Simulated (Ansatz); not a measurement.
# ZnS2 (Pa-3): the dielectric response by several routes, part 2 of 2

Wanted: ε∞ of ZnS2 (Pa-3) from perturbation theory, a sum over states and the RPA step of G0W0, with cost.

Ansatz 0.2.0; linear response on LDA, plane waves, PAW. Known limits of the many-body steps: not at the basis limit; coarse k mesh.

So far. Step 2 (Response to a homogeneous field): One over ε∞ averages 0.11, well under the quarter of exact exchange in PBE0, which by this rule of thumb may open the gap too far. Step 3 (Independent-particle spectrum): The sum gives ε∞ = 9.89 without local fields.

## 4. RPA screening from the G0W0 run

Now the one-shot GW correction: screening in the RPA, then the self-energy of the levels asked for.

This step: G0W0 on LDA, plane waves, PAW.

Input file input.yaml:

```yaml
crystal:
  lattice:
    - [5.94543046, 0.0, 0.0]
    - [0.0, 5.94543046, 0.0]
    - [0.0, 0.0, 5.94543046]
  atoms:
    - { symbol: Zn, position: [0.5, 0.5, 0.0] }
    - { symbol: Zn, position: [0.5, 0.0, 0.5] }
    - { symbol: Zn, position: [0.0, 0.5, 0.5] }
    - { symbol: Zn, position: [0.0, 0.0, 0.0] }
    - { symbol: S, position: [0.10024639, 0.89975361, 0.39975361] }
    - { symbol: S, position: [0.89975361, 0.39975361, 0.10024639] }
    - { symbol: S, position: [0.39975361, 0.10024639, 0.89975361] }
    - { symbol: S, position: [0.60024639, 0.60024639, 0.60024639] }
    - { symbol: S, position: [0.89975361, 0.10024639, 0.60024639] }
    - { symbol: S, position: [0.10024639, 0.60024639, 0.89975361] }
    - { symbol: S, position: [0.60024639, 0.89975361, 0.10024639] }
    - { symbol: S, position: [0.39975361, 0.39975361, 0.39975361] }
kpoints:
  mp_grid: { grid: [2, 2, 2] }
hamiltonian:
  xc: lda
scf:
  occupations: { method: fixed }
gw:
  n_empty_bands: 965
  ecut_chi: 160.0
  qp_bands: [v4, c4]
  qp_kpoints: band_edges
  screening: { model: contour_deformation }
```

The run is started by

```bash
$ ansatz run input.yaml --threads 24 --pin off --max-ram 82944MiB --backend cuda --events-out ev --progress --plain --runs-dir out --devices 1 --max-vram 78GiB
```

Numbers of over 12 decimals in the logs are rounded to 6 here.

What it wrote:

```text
GPUs: using 1 of 1 available (devices: 1).
[...]
device memory: the entry about to start is reckoned to put 4.0 GiB on a device that reports 179.9 GiB free (of which the cap on the GPU budget leaves the run 78.0 GiB)
GPU FFT provider: cuFFT
GPU libraries: cuBLAS 13.8.1, cuFFT 12.4.0, cuSOLVER 12.3.2
GPU matrix products: emulated (plane waves: as basis.precision tells), large ones in fixed point in workspaces of 1.00 GiB
[...]
0    52     10.7091   -10.2869    -5.1391   -15.9788  0.7280    11.2772    11.2619  root
[...]
3    49      9.7672    -9.5993    -4.4976   -14.6200  0.7697    10.2948    10.2902  root
     3    50      9.7672    -9.5993    -4.4976   -14.6200  0.7697    10.2948    10.2902  root
     3    51      9.7672    -9.5993    -4.4976   -14.6200  0.7697    10.2948    10.2902  root
     3    52      9.7672    -9.5993    -4.4976   -14.6200  0.7697    10.2948    10.2902  root
[key lines of the parts left out:]
SCF converged after 7 iterations
Free energy (F): -19946.305837 eV
Fermi energy:    7.937155 eV
```

The job ended after 4.6 s (1 × NVIDIA GB200 (shared by 2 runs) with 24 threads of Arm Neoverse V2, shared host; peak memory 2.1 GiB; 12 s of CPU time).

This step gave:

* bands summed: 1013
* RPA ε∞ on this mesh (eigenvalues): 9.640, 9.640, 9.640
* plane waves in the screening matrix: 949
* G0W0 gap on the mesh: 2.711 eV
* k of the valence top: 0, 0, 0
* k of the conduction bottom: 0, -0.5, -0.5
* starting gap on the mesh: 1.635 eV
* least direct G0W0 gap on the computed points: 2.718 eV

The gap on the mesh goes from 1.63 eV to 2.71 eV, a correction of +1.08 eV, though a band edge has moved to another state.

Mean over the mesh in bins of 0.25 1/Å. The static inverse dielectric function, diagonal by length of q+G:

```
length of q+G (Å⁻¹)  static inverse dielectric function, diagonal
               0.53                                         0.180
               0.75                                         0.234
               0.98                                         0.300
               1.24                                         0.368
               1.56                                         0.457
               1.73                                         0.499
               1.97                                         0.561
               2.25                                         0.626
               2.48                                         0.674
               2.75                                         0.723
               3.00                                         0.763
               3.22                                         0.793
               3.47                                         0.824
               3.77                                         0.856
               3.97                                         0.875
               4.24                                         0.897
               4.50                                         0.916
               4.75                                         0.931
               5.01                                         0.944
               5.27                                         0.955
               5.49                                         0.962
               5.75                                         0.970
               6.01                                         0.976
               6.25                                         0.981
               6.43                                         0.984
```

## 5. The values together

Times are wall times on 1 × NVIDIA GB200 (shared by 2 runs) with 24 threads of Arm Neoverse V2, shared host, good to a factor of about two.

```
                                          method                            mesh  ε∞, low  middle  high  mean   time
perturbation theory (local fields and xc kernel)  4×4×4 (response on 216 points)     9.23    9.23  9.23  9.23  5.7 s
               sum over states (no local fields)                           4×4×4     9.89    9.89  9.89  9.89  4.9 s
           RPA with local fields, on the GW mesh                           2×2×2     9.64    9.64  9.64  9.64  4.6 s
```

## 6. Summary of results

```json
{
  "perturbation theory (local fields and xc kernel)": "9.23, 9.23, 9.23",
  "sum over states (no local fields)": "9.89, 9.89, 9.89",
  "RPA with local fields, on the GW mesh": "9.64, 9.64, 9.64"
}
```

What this shows: Mean Born effective charge: Zn1 2.79, S5 -1.39 e. The most distinct maxima of the ε₂, xx=yy=zz lie at 5.0 and 6.4 eV, the highest at 5 eV. The loss function, xx=yy=zz has its highest peak at 20.5 eV. The sum without local fields gives 9.89 in the mean against 9.23 by perturbation theory; local fields lower ε∞ and the xc kernel gives part of it back, though the sum also carries the error of its own mesh. The RPA values on the 2×2×2 mesh average 1.04 times those of perturbation theory (means 9.64 and 9.23). Without the xc kernel RPA should lie a little lower; it lies higher here. Perturbation theory sums its response on a denser mesh of its own, so the coarser sum of the GW run is the likely cause. LDA usually puts the gap too low, which tends to raise ε∞. Ions are clamped, so the lattice part of the static constant is not in these numbers.

[Paths, hosts, dates, memory and timing lines, banners, echoed tables and standing remarks are left out of the program output.]

[Logs are printed without paths, hosts, clocks, repeated set-up lines and the standing remarks that a program may print on its own settings, such as how far it seeks lower states.]

[Runs of the session that timed out or met a known fault of the program may be left out.]

[Cells called generated may have been cut or substituted from an entry of the Crystallography Open Database or the Materials Project.]

[Hosts, paths, dates, database ids (printed as entryN), source tags and the programs' standing remarks are cut or masked in the printed files.]
